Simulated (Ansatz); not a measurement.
# SrAlH3 (Pm-3m): following an unstable mode

Which phase does SrAlH3 (Pm-3m) fall into along its unstable mode, and how much energy does it gain?

Main program and level: Ansatz 0.2.0; DFT PBEsol, scalar-relativistic, plane waves, PAW; PAW set soft_1.

## 1. Set-up

Symmetry: Pm-3m, No. 221, cubic system. Conventional cell: a = 4.496 Å, b = 4.496 Å, c = 4.496 Å, α = 90.00°, β = 90.00°, γ = 90.00°. Nearest to Sr lie 6 H at 2.25 Å. Nearest to Al lie 12 H at 3.18 Å. Nearest to H lie 2 Sr at 2.25 Å. Farther neighbours, and contacts between anions beyond the nearest, are not listed.

## 2. Phonons on a q mesh

Stability and thermal properties need the whole zone. Linear response on a 4×4×4 q mesh gives force constants as far as a supercell of that size would.

File input.yaml:

```yaml
crystal:
  lattice:
    - [4.4956135358, 0.0, 0.0]
    - [0.0, 4.4956135358, 0.0]
    - [0.0, 0.0, 4.4956135358]
  atoms:
    - { symbol: Sr, position: [0.5, 0.5, 0.5] }
    - { symbol: Al, position: [0.0, 0.0, 0.0] }
    - { symbol: H, position: [0.0, 0.5, 0.5] }
    - { symbol: H, position: [0.5, 0.5, 0.0] }
    - { symbol: H, position: [0.5, 0.0, 0.5] }
kpoints:
  mp_grid: { grid: [8, 8, 8] }
hamiltonian:
  xc: pbesol
  pseudopotentials: { kind: paw, azcp: { folder: soft_1 }, xc_functional: pbe }
scf:
  occupations: { method: methfessel_paxton, width: 0.2 }
output:
  eigenvalues: true
phonons:
  method: dfpt
  qmesh: [4, 4, 4]
  temperatures: { t_max: 1000, t_step: 50 }
  qpath:
    path:
      - [[0.0, 0.0, 0.0], [0.0, 0.5, 0.0], [0.5, 0.5, 0.0], [0.0, 0.0, 0.0], [0.5, 0.5, 0.5], [0.0, 0.5, 0.0]]
      - [[0.5, 0.5, 0.5], [0.5, 0.5, 0.0]]
    npoints: 10
```

The run is started by

```console
$ ansatz run input.yaml --threads 4 --pin off --max-ram 10240MiB --backend cpu --events-out ev --progress --plain --runs-dir out
```

Output:

```text
Engine: ansatz 0.2.0, aarch64-unknown-linux-gnu
Pseudopotentials: kind: paw
Pseudopotential: Sr, paw, valence charge 10, recommended cutoff 420 eV (normal), soft_1/Sr.paw.azcp
Pseudopotential: Al, paw, valence charge 3, recommended cutoff 420 eV (normal), soft_1/Al.paw.azcp
Pseudopotential: H, paw, valence charge 1, recommended cutoff 420 eV (normal), soft_1/H.paw.azcp
Functional definition: PBEsol
  exchange = pbesol_x
  correlation = pbesol_c
Crystal: 5 atoms, lattice volume = 90.859 Å³
Basis set: ecut = 420 eV, 1791 PW (Γ), exchange–correlation on 64×64×64 points (8 copies of the dense FFT grid, shifted against one another)
Bands: 13, of which v1, the nominal top of the filled ones, is band 8 counted from 1 (7 counted from 0)
Symmetry: 48 space group operations
k-points: 35 of 512
Non-local potential: Sr, projectors of the file, l = 0: 3, l = 1: 2, l = 2: 2
Non-local potential: Al, projectors of the file, l = 0: 2, l = 1: 2, l = 2: 1
Non-local potential: H, projectors of the file, l = 0: 2, l = 1: 1
PAW form: soft (Blöchl's): semilocal exchange-correlation on the pseudo side does not see the compensation charge
PAW frozen core: Sr, regenerated for the run's functional, and the local potential with it (the file was generated under x = pbe(κ = 0.804, μ = 0.219515), c = pbe(β = 0.066725))
PAW frozen core: Al, regenerated for the run's functional, and the local potential with it (the file was generated under x = pbe(κ = 0.804, μ = 0.219515), c = pbe(β = 0.066725))
PAW one-centre angular grid: Sr, 110 points (default); XC on 64 Gauss nodes
PAW one-centre angular grid: Al, 110 points (default); XC on 64 Gauss nodes
PAW one-centre angular grid: H, 110 points (default); XC on 64 Gauss nodes
Initial density: superposition of atomic densities (chi_scale 0.1, normalization cell, long waves kept (reshape's long-wave potential 0.00 eV rms))
Initial wavefunctions: pseudopotential atomic-orbital guess
Functional: x = pbesol(κ = 0.804, μ = 0.123457), c = pbesol(β = 0.046)
SCF iter   1: F=—  HF=-4064.007231 eV  |F-HF|=—  |Δ(HF+E_count)|=         —  Δρ=5.72e-2  dr2=5.26e0  ethr=3.10e-3  ⟨swp⟩=7.8  Hψ=3656  notcnv=0
preconditioner: auto → Kerker (q_TF=auto, 2.043 Å⁻¹)  [metal: Δε(μ)=0.049 eV  Ē_g=6.432 eV  σ=0.200 eV  W_gap=0.21  n_scr=18 (ndim 8)  ℏωp=11.0 eV  f_vac=0.000  D(μ)=0.05/eV (n_scr^D=0)]
SCF iter   2: F=—  HF=-4062.729870 eV  |F-HF|=—  |Δ(HF+E_count)|=    1.28e0  S|Δr|=    0.00e0  Δρ=2.86e-2  dr2=1.87e0  ethr=3.10e-3  ⟨swp⟩=2.8  Hψ=1026  notcnv=0  defer=25
preconditioner: auto → Resta (q_TF=auto, 2.043 Å⁻¹)  ε∞=4.3  [insulator: Δε(μ)=0.224 eV  Ē_g=6.094 eV  σ=0.200 eV  W_gap=0.67  n_scr=18 (ndim 8)  ℏωp=11.0 eV  f_vac=0.000  D(μ)=0.06/eV (n_scr^D=0)  ε∞_Penn≈4.3]
SCF iter   3: F=—  HF=-4062.085451 eV  |F-HF|=—  |Δ(HF+E_count)|=   6.44e-1  S|Δr|=    0.00e0  Δρ=7.95e-3  dr2=4.28e-2  ethr=3.10e-3  ⟨swp⟩=3.1  Hψ=870  notcnv=0  defer=25
SCF iter   4: F=—  HF=-4062.076874 eV  |F-HF|=—  |Δ(HF+E_count)|=   8.58e-3  S|Δr|=    0.00e0  Δρ=1.89e-3  dr2=9.15e-3  ethr=2.67e-4  ⟨swp⟩=2.6  Hψ=876  notcnv=0  defer=26
SCF iter   5: F=—  HF=-4062.074389 eV  |F-HF|=—  |Δ(HF+E_count)|=   2.48e-3  S|Δr|=    0.00e0  Δρ=4.19e-4  dr2=2.83e-4  ethr=5.72e-5  ⟨swp⟩=2.0  Hψ=549  notcnv=0  defer=26
SCF iter   6: F=—  HF=-4062.074343 eV  |F-HF|=—  |Δ(HF+E_count)|=   4.67e-5  S|Δr|=    0.00e0  Δρ=5.95e-5  dr2=6.25e-6  ethr=1.77e-6  ⟨swp⟩=2.0  Hψ=558  notcnv=0  defer=26
SCF iter   7: F=—  HF=-4062.074349 eV  |F-HF|=—  |Δ(HF+E_count)|=   6.16e-6  S|Δr|=    0.00e0  Δρ=2.19e-5  dr2=8.07e-7  ethr=3.91e-8  ⟨swp⟩=2.4  Hψ=691  notcnv=0  defer=26
SCF iter   8: F=—  HF=-4062.074346 eV  |F-HF|=—  |Δ(HF+E_count)|=   2.79e-6  S|Δr|=    0.00e0  Δρ=2.85e-6  dr2=1.39e-8  ethr=5.04e-9  ⟨swp⟩=2.2  Hψ=539  notcnv=0  defer=26
SCF iter   9: F=—  HF=-4062.074346 eV  |F-HF|=—  |Δ(HF+E_count)|=   4.98e-9  S|Δr|=    0.00e0  Δρ=4.45e-7  dr2=5.91e-11  ethr=8.69e-11  ⟨swp⟩=2.1  Hψ=614  notcnv=0  defer=26
SCF iter  10: F=-4062.074346 eV  HF=-4062.074346 eV  |F-HF|=2.27e-12  |Δ(HF+E_count)|=  7.09e-11  S|Δr|=    0.00e0  Δρ=7.25e-8  dr2=5.72e-12  ethr=1.00e-12  ⟨swp⟩=14.0  Hψ=3519  notcnv=0
SCF 1 converged in 10 iterations: F = -4062.074346 eV  dr2 = 5.72e-12
  greatest PAW one-centre occupation: 0.987 electrons in one spin orbital (limit 2), on the Sr atom at site 0 (counted from 0), in its partial waves of l = 0
Initial density: read from a saved state, or passed on in memory by an earlier SCF of this step, an earlier step, the calling program or the single point that the run made first
iter 1 solved again at ethr=3.14e-7 eV; its pass at ethr=3.10e-3 eV (dr2=5.02e-5 eV) is discarded
SCF iter   1: F=—  HF=-4062.074344 eV  |F-HF|=—  |Δ(HF+E_count)|=         —  Δρ=5.08e-7  dr2=1.82e-10  ethr=3.14e-7  ⟨swp⟩=3.9  Hψ=5147  notcnv=0
eigensolver tolerance schedule: the retry pair's looser diagonalisation over-reported the residual by 276157.94 of it (diagonalisation noise at an unbounded share of the residual, at the tolerance the schedule requests for it); recorded, not acted on — ethr = c·dr2/N_el stays at c = 1.0e-1
preconditioner: auto → Resta (q_TF=auto, 2.043 Å⁻¹)  ε∞=4.6  [insulator: Δε(μ)=0.142 eV  Ē_g=5.834 eV  σ=0.200 eV  W_gap=0.56  n_scr=18 (ndim 8)  ℏωp=11.0 eV  f_vac=0.000  D(μ)=0.31/eV (n_scr^D=0)  ε∞_Penn≈4.6]
SCF iter   2: F=—  HF=-4062.074346 eV  |F-HF|=—  |Δ(HF+E_count)|=   1.85e-6  S|Δr|=    0.00e0  Δρ=2.54e-7  dr2=3.78e-11  ethr=1.14e-12  ⟨swp⟩=4.7  Hψ=1331  notcnv=0
SCF iter   3: F=—  HF=-4062.074346 eV  |F-HF|=—  |Δ(HF+E_count)|=  1.82e-12  S|Δr|=    0.00e0  Δρ=1.63e-7  dr2=1.60e-11  ethr=1.00e-12  ⟨swp⟩=5.4  Hψ=1779  notcnv=0
SCF iter   4: F=-4062.074346 eV  HF=-4062.074346 eV  |F-HF|=1.36e-12  |Δ(HF+E_count)|=  9.55e-12  S|Δr|=    0.00e0  Δρ=5.01e-8  dr2=1.70e-12  ethr=1.00e-12  ⟨swp⟩=2.5  Hψ=881  notcnv=0
SCF 2 converged in 4 iterations: F = -4062.074346 eV  dr2 = 1.70e-12
phonons: the bands overlap, so this run is a metal and interpolates without the dipole-dipole term. If the crystal is really an insulator or semiconductor, its LO-TO splitting is missing
NSCF: frozen V_eff on 35 k-points
NSCF: frozen V_eff on 125 k-points
DFPT response loops at q = (0, 0, 0) (fractional): preconditioner auto → Kerker (q_TF=auto, 2.043 Å⁻¹) (partly filled bands, converged f_vac=0.000); β = 1.00, the filter's whole step (`scf.mixing.beta` (0.50) is not read by the response loops under this deck's `scf.mixing.preconditioner`; to damp them name `kerker` or `kerker_dos`, under which they read `scf.mixing.beta`, and type it under 1.00, their step now; both keys bind the ground state too); Broyden in place of MSR1
NSCF: frozen V_eff on 400 k-points
DFPT response loops at q = (0, 0, 0.25) (fractional): mixed as the last ones told, above
NSCF: frozen V_eff on 250 k-points
DFPT response loops at q = (0, 0, -0.5) (fractional): mixed as the last ones told, above
NSCF: frozen V_eff on 640 k-points
DFPT response loops at q = (0, 0.25, 0.25) (fractional): mixed as the last ones told, above
NSCF: frozen V_eff on 400 k-points
DFPT response loops at q = (0, 0.25, -0.5) (fractional): mixed as the last ones told, above
NSCF: frozen V_eff on 250 k-points
DFPT response loops at q = (0, -0.5, -0.5) (fractional): mixed as the last ones told, above
NSCF: frozen V_eff on 1024 k-points
DFPT response loops at q = (0.25, 0.25, 0.25) (fractional): mixed as the last ones told, above
NSCF: frozen V_eff on 640 k-points
DFPT response loops at q = (0.25, 0.25, -0.5) (fractional): mixed as the last ones told, above
NSCF: frozen V_eff on 400 k-points
DFPT response loops at q = (0.25, -0.5, -0.5) (fractional): mixed as the last ones told, above
NSCF: frozen V_eff on 250 k-points
DFPT response loops at q = (-0.5, -0.5, -0.5) (fractional): mixed as the last ones told, above
SCF converged after 10 iterations
Stability not checked: this state was not tested for a lower state beside it, because cold or Methfessel-Paxton smearing, or corrected tetrahedra, fill the levels in a way that the test cannot read (fill_not_monotonic; see scf.lower_state_search)
Free energy (F): -4062.074346 eV
Harris-Foulkes:  -4062.074346 eV  (|F-HF|=2.27e-12)
Internal energy: -4062.075336 eV  (E = F + TS)
E sigma→0 (E₀):  -4062.074594 eV
Entropy (-TS):   0.000991 eV (0.198 meV/atom)
Fermi energy:    2.811716 eV
Step filling:    the computed levels leave a gap of 0.1422 eV = 0.7 smearing widths at the electron count; against every level under it full and every level over it empty, smearing changes F+E_penalty+E_count by +0.604 meV and its σ→0 estimate by +0.356 meV
--- Per-component energies (eV) ---
  E_band       = -134.606297
  E_kinetic    = 288.596783
  E_local      = -890.089985  (includes V_loc(G=0)·N_el)
  E_nonlocal   = 247.415784
  E_hartree    = 240.560359
  E_xc         = -233.166109
  E_vxc        = -213.304453  (∫ρ·V_xc dr)
  E_paw        = -3097.948180  (= ΣΔE_a)
  E_vpaw       = -48.342420  (= ΣTr[D̂ρ^β])
  E_aug_tail   = -0.002764  (compensation charges beyond the density's cutoff)
  E_ewald      = -617.594712
  E_core_change = 0.153487  (= ΣΔE_core)
  E_smearing   = 0.000991  (= −TS)
  E_closure    = -0.000000  (closes the sum)
  Σ components = -4062.074346   (vs F -4062.074346, Δ=0.00e0)
--- Band table (eV; the first three rows and the last of 35) ---
  k-point 0: bands = [... 4 lower, -3.0198, 0.7202, 0.7202, 2.7485, 5.0527, 5.0527, 5.0527, 8.7194, ... 1 higher]
  k-point 1: bands = [... 4 lower, -2.8945, 0.7115, 0.7486, 2.4747, 5.0367, 5.0367, 5.3855, 8.6971, ... 1 higher]
  k-point 2: bands = [... 4 lower, -2.5352, 0.3797, 0.8199, 2.3683, 4.9926, 4.9926, 5.9379, 8.7326, ... 1 higher]
  k-point 34: bands = [... 4 lower, 0.0213, 1.8419, 1.8419, 1.8419, 2.6901, 2.6901, 2.6901, 8.6194, ... 1 higher]
--- Phonons (Γ-DFPT): 4 representative perturbations + reference (Σ response iterations 12) ---
  ASR residual: 1.639e-4 → 0.000e0 eV/Å²; symmetrization residual: 7.215e-8 eV/Å²
  ASR residual per site (eV/Å²): 1.64e-4 1.82e-5 2.68e-5 2.68e-5 2.68e-5
  Γ frequencies (cm⁻¹): -603.98 -603.98 -603.98 -505.00 -505.00 -505.00 0.00 0.00 0.00 101.58 101.58 101.58 1383.05 1383.05 1383.05
--- Phonons (arbitrary-q DFPT): 10 irreducible q on the 4×4×4 mesh ---
  q = [0.0000, 0.0000, 0.0000] (star 1, of the zone-centre solve; hermiticity 2.06e-8, symmetrization 1.46e-14): -603.98 -603.98 -603.98 -505.00 -505.00 -505.00 -0.00 0.00 0.00 101.58 101.58 101.58 1383.05 1383.05 1383.05
  q = [0.0000, 0.0000, 0.2500] (star 6, 9 solved perturbations in 1560 linear systems a pass and spin channel, the states on 200 of 512 k-point pairs; hermiticity 4.32e-8, symmetrization 4.41e-13): -533.24 -533.24 -487.58 -470.62 -470.62 -126.85 25.44 25.44 76.13 92.46 92.46 182.76 1383.12 1383.12 1402.50
  q = [0.0000, 0.0000, -0.5000] (star 3, 9 solved perturbations in 975 linear systems a pass and spin channel, the states on 125 of 512 k-point pairs; hermiticity 2.56e-8, symmetrization 1.80e-9): -469.54 -469.54 -461.46 -428.68 -428.68 50.30 50.30 55.23 65.92 65.92 115.15 299.43 1383.18 1383.18 1421.25
  q = [0.0000, 0.2500, 0.2500] (star 12, 9 solved perturbations in 2460 linear systems a pass and spin channel, the states on 320 of 512 k-point pairs; hermiticity 5.03e-8, symmetrization 6.10e-14): -632.55 -529.65 -490.22 -440.03 -439.82 11.14 50.77 71.52 74.03 105.78 126.62 262.03 1383.14 1387.79 1415.86
  q = [0.0000, 0.2500, -0.5000] (star 12, 15 solved perturbations on 200 of 512 k-point pairs; hermiticity 1.03e-7, symmetrization 7.09e-9): -562.64 -548.85 -533.38 -435.25 -409.87 -45.86 50.63 68.50 80.75 123.22 146.17 283.37 1383.16 1389.71 1429.43
  q = [0.0000, -0.5000, -0.5000] (star 3, 9 solved perturbations in 975 linear systems a pass and spin channel, the states on 125 of 512 k-point pairs; hermiticity 5.26e-8, symmetrization 4.28e-15): -742.35 -742.35 -565.38 -392.41 -392.41 -102.94 51.14 78.20 78.20 154.62 154.62 299.72 1383.16 1395.13 1442.61
  q = [0.2500, 0.2500, 0.2500] (star 8, 4 solved perturbations in 1376 linear systems a pass and spin channel, the states on 512 of 512 k-point pairs; hermiticity 4.18e-8, symmetrization 1.07e-13): -562.35 -562.35 -552.03 -440.44 -440.44 -121.54 100.50 100.50 106.79 125.27 125.27 224.13 1387.97 1387.97 1423.67
  q = [0.2500, 0.2500, -0.5000] (star 12, 9 solved perturbations in 2460 linear systems a pass and spin channel, the states on 320 of 512 k-point pairs; hermiticity 4.32e-8, symmetrization 4.73e-9): -542.37 -538.32 -499.84 -493.86 -477.18 -205.63 103.93 112.78 130.59 133.58 143.80 196.93 1388.04 1391.62 1435.55
  q = [0.2500, -0.5000, -0.5000] (star 6, 9 solved perturbations in 1560 linear systems a pass and spin channel, the states on 200 of 512 k-point pairs; hermiticity 3.90e-8, symmetrization 2.98e-14): -602.35 -602.35 -550.26 -453.67 -453.67 -314.77 112.98 138.35 138.35 154.75 154.75 182.04 1390.17 1397.23 1445.64
  q = [-0.5000, -0.5000, -0.5000] (star 1, 4 solved perturbations in 350 linear systems a pass and spin channel, the states on 125 of 512 k-point pairs; hermiticity 3.83e-9, symmetrization 1.97e-13): -531.42 -531.42 -531.42 -523.34 -523.34 -523.34 149.36 149.36 149.36 157.48 157.48 157.48 1400.00 1400.00 1451.18
  sum rule: each row above includes the acoustic sum rule's correction from the zone centre's row sums; it moved no ω² by more than (2.69 cm⁻¹)²
  mesh force constants: q→R imaginary residual 9.13e-19; ASR residual 1.639e-4 → 0.000e0 eV/Å²; symmetrization residual 4.441e-15 eV/Å²
  interpolated dispersion: 62 rows × 15 modes
  density of states and harmonic sums: on the 16×16×16 q-mesh, interpolated from the force constants of a 4×4×4 supercell (no non-analytic term)
  largest difference from the sums on the solved wave vectors: F 2.38e-2 eV, S 2.61e-5 and C_V 3.07e-6 eV/K
  zero-point energy: 0.306883 eV/cell   skipped modes (ω ≤ 0): 965, of them read as no rigid motion or as one in doubt: 962 (5.840e0 modes/cell left out, lowest -742.35 cm⁻¹)   left out of the sums: 3.89e-1 of the cell's modes: C_V's classical limit lies that fraction below 3 k_B per atom; for a crystal, a wire or a layer, F and S can be off by more, and a phonons.interpolated_qmesh denser along its periods is the remedy for the sampling
```

Elapsed: 5.7 min, on 4 threads of Arm Neoverse V1, shared host; peak memory 1.4 GiB.

This step gave:

| Property | Result |
| --- | --- |
| volume per atom | 18.17 Å³ |
| gap on the k-mesh | 0 eV |
| sum-rule residual before enforcement | 1.64e-4 eV/Å² |
| lowest frequency on the path | -742.3 cm⁻¹ |
| point group | m-3m |
| highest frequency on path, mesh or solved points | 1451 cm⁻¹ |
| highest optical mode at the zone centre (no LO-TO term) | 1383 cm⁻¹ |
| lowest optical zone-centre mode | -604.0 cm⁻¹ |
| lowest mode on the q mesh (acoustic modes at Γ apart) | -742.4 cm⁻¹ |

Frequencies (cm⁻¹) solved at each irreducible wavevector; negative means imaginary. Frequencies by wavevector, by row:

```csv
q in reciprocal lattice units,star,mode 1,mode 2,mode 3,mode 4,mode 13,mode 14,mode 15
0 0 0,1,-604,-604,-604,-505,1383,1383,1383
0 0 0.25,6,-533.2,-533.2,-487.6,-470.6,1383,1383,1402
0 0 -0.5,3,-469.5,-469.5,-461.5,-428.7,1383,1383,1421
0 0.25 0.25,12,-632.5,-529.6,-490.2,-440,1383,1388,1416
0 0.25 -0.5,12,-562.6,-548.9,-533.4,-435.2,1383,1390,1429
0 -0.5 -0.5,3,-742.4,-742.4,-565.4,-392.4,1383,1395,1443
0.25 0.25 0.25,8,-562.4,-562.4,-552,-440.4,1388,1388,1424
0.25 0.25 -0.5,12,-542.4,-538.3,-499.8,-493.9,1388,1392,1436
0.25 -0.5 -0.5,6,-602.4,-602.4,-550.3,-453.7,1390,1397,1446
-0.5 -0.5 -0.5,1,-531.4,-531.4,-531.4,-523.3,1400,1400,1451
```

Interpolated from a 4×4×4 q mesh. The phonon branches at the labelled points (cm⁻¹):

```csv
point,branch 1,branch 2,branch 3,branch 4,branch 12,branch 13,branch 14,branch 15
Γ,-604,-604,-604,-505,102,1383,1383,1383
halfway,-533,-533,-488,-471,183,1383,1383,1402
X,-470,-470,-462,-429,299,1383,1383,1421
halfway,-563,-549,-533,-435,283,1383,1390,1429
M,-742,-742,-565,-392,300,1383,1395,1443
halfway,-632,-530,-490,-440,262,1383,1388,1416
Γ,-604,-604,-604,-505,102,1383,1383,1383
halfway,-562,-562,-552,-440,224,1388,1388,1424
R,-531,-531,-531,-523,158,1400,1400,1451
halfway,-542,-538,-500,-494,197,1388,1392,1436
X,-470,-470,-462,-429,299,1383,1383,1421
jump to R,-531,-531,-531,-523,158,1400,1400,1451
halfway,-602,-602,-550,-454,182,1390,1397,1446
M,-742,-742,-565,-392,300,1383,1395,1443
```

Symmetry leaves 10 wavevectors to solve. The lowest mode among them, the acoustic zeros apart, lies at q = (0, -0.5, -0.5) and is imaginary, 742.4i cm⁻¹, so the energy falls along it.

## 3. The mode frozen in, largest atomic shift 0 Å

The mode followed lies at Γ with frequency 604.0i cm⁻¹ and is 3-fold degenerate, one of the unstable modes though not the softest. At small amplitude the pattern taken leaves space group no. 160 by a symmetry search on the positions. The undistorted cell that holds it gives the zero of energy on the same k mesh.

input.yaml, the sections that differ from step 2:

```yaml
output:
  forces: true
  stress: true
  eigenvalues: true
# crystal, kpoints, hamiltonian, scf: as in step 2
# phonons: removed
```

Output:

```text
[...]
Crystal: 5 atoms, lattice volume = 90.859 Å³
Basis set: ecut = 420 eV, 1791 PW (Γ), exchange–correlation on 64×64×64 points (8 copies of the dense FFT grid, shifted against one another)
Bands: 13, of which v1, the nominal top of the filled ones, is band 8 counted from 1 (7 counted from 0)
Symmetry: 48 space group operations
[...]
k-points: 35 of 512
[...]
k-point 0: bands = [... 4 lower, -3.0198, 0.7202, 0.7202, 2.7485, 5.0527, 5.0527, 5.0527, 8.7194, ... 1 higher]
  k-point 1: bands = [... 4 lower, -2.8945, 0.7115, 0.7486, 2.4747, 5.0367, 5.0367, 5.3856, 8.6970, ... 1 higher]
  k-point 2: bands = [... 4 lower, -2.5352, 0.3797, 0.8198, 2.3682, 4.9926, 4.9926, 5.9379, 8.7326, ... 1 higher]
  k-point 34: bands = [... 4 lower, 0.0213, 1.8418, 1.8418, 1.8418, 2.6901, 2.6901, 2.6901, 8.6193, ... 1 higher]
[key lines of the parts left out:]
SCF converged after 8 iterations
Free energy (F): -4062.074346 eV
Fermi energy:    2.811710 eV
P = ⅓ Tr σ = -0.0054 GPa (-0.054 kbar)
```

The job ended after 1 s (4 threads; peak memory 0.35 GiB; 3.5 s of CPU time).

Read from the output:

```
pressure                         : -0.005391 GPa
energy from the undistorted cell : 0 meV/atom
```

The run ends at a pressure of -0.01 GPa.

(Continued in part 2 of 3.)

[Long decimals in the printed logs are rounded to 6 places.]

[Logs are printed without paths, hosts, clocks, repeated set-up lines and the standing remarks that a program may print on its own settings, such as how far it seeks lower states.]

[Hosts, paths, dates, database ids (printed as entryN), source tags and the programs' standing remarks are cut or masked in the printed files.]

[Where the starting crystal was built by hand or by swapping elements, it need not be the compound's stable phase.]
